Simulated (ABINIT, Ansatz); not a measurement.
Computed results, one entry a study.

```cif
data_cui
_symmetry_space_group_name_H-M 'F-43m'
_symmetry_Int_Tables_number 216
_cell_length_a 6.0630
_cell_length_b 6.0630
_cell_length_c 6.0630
_cell_angle_alpha 90.000
_cell_angle_beta 90.000
_cell_angle_gamma 90.000
_cell_volume 222.88
loop_
_atom_site_label
_atom_site_type_symbol
_atom_site_symmetry_multiplicity
_atom_site_Wyckoff_symbol
_atom_site_fract_x
_atom_site_fract_y
_atom_site_fract_z
_atom_site_occupancy
Cu1 Cu 4 d 0.25000 0.25000 0.75000 1
I1 I 4 a 0.00000 0.00000 0.00000 1
_calc_subject 'How the form of the self-energy moves the gap of CuI (Marshite)'
_calc_method 'RPA screening on PBE, plane waves, norm-conserving pseudopotentials (and 4 further levels or steps)'
_calc_program 'ABINIT 10.8.3'
_calc_settings 'cutoff 42 Ha, PseudoDojo scalar-relativistic 0.4.1 standard, norm-conserving, ngkpt (4, 4, 4), nband 425, ecuteps 10.4 Ha, inclvkb 2, shiftk (0, 0, 0), symchi 1, awtr 1, frequency ppm, 4×4×4 k-mesh'
_calc_cost '7 runs, 8.1 min in all on 8 MPI ranks of Arm Neoverse V1, shared host'
_calc_notes 'The database entry behind the starting cell differs from other determinations of this structure. In doubt: a PseudoDojo file used here is known to give poor structures and forces, which bears on pressures, cells, forces and phonons. The cell and positions come from the Crystallography Open Database and are kept as given unless a step says otherwise. Limits: d shell near the gap, gap tends to lie low; no spin-orbit coupling. Static COHSEX lies above G0W0: it lacks the factor Z and overstates the Coulomb hole of the filled states.'
_calc_g0w0_godby_needs_plasmon_pole '1.569 eV'
_calc_g0w0_hybertsen_louie_plasmon_pole '1.746 eV'
_calc_g0w0_von_der_linden_horsch_plasmon_pole '1.285 eV'
_calc_one_shot_cohsex '2.436 eV'
_calc_one_shot_hartree_fock '10.671 eV'
_calc_known_limits 'short of the basis limit; d shell near the gap, gap tends to lie low; no spin-orbit coupling'
```

[Long decimals in the printed logs are rounded to 6 places.]

[Logs are printed without paths, hosts, clocks, repeated set-up lines and the standing remarks that a program may print on its own settings, such as how far it seeks lower states.]

[Paths, hosts, dates, memory and timing lines, banners, echoed tables and standing remarks are left out of the program output; an Ansatz launch command may be rebuilt from the run's recorded settings. Measured values are a selection of at most five: reports struck by readers or far from the other reports are left out. None is set beside runs whose start may be inverted or whose files or cutoffs have a known fault.]

[Runs of the session that timed out or met a known fault of the program may be left out.]

[Hosts, paths, dates, database ids (printed as entryN), source tags and the programs' standing remarks are cut or masked in the printed files.]

[G0W0 gaps are taken among the corrected bands and points alone; a level outside them can change the order at an edge.]

[Where Ansatz stands beside ABINIT at settings called matched, ABINIT's density can come from a denser mesh and the files from another edition; pairs whose starting gaps differed by over 0.03 eV were left out, so agreement reads better than it is.]
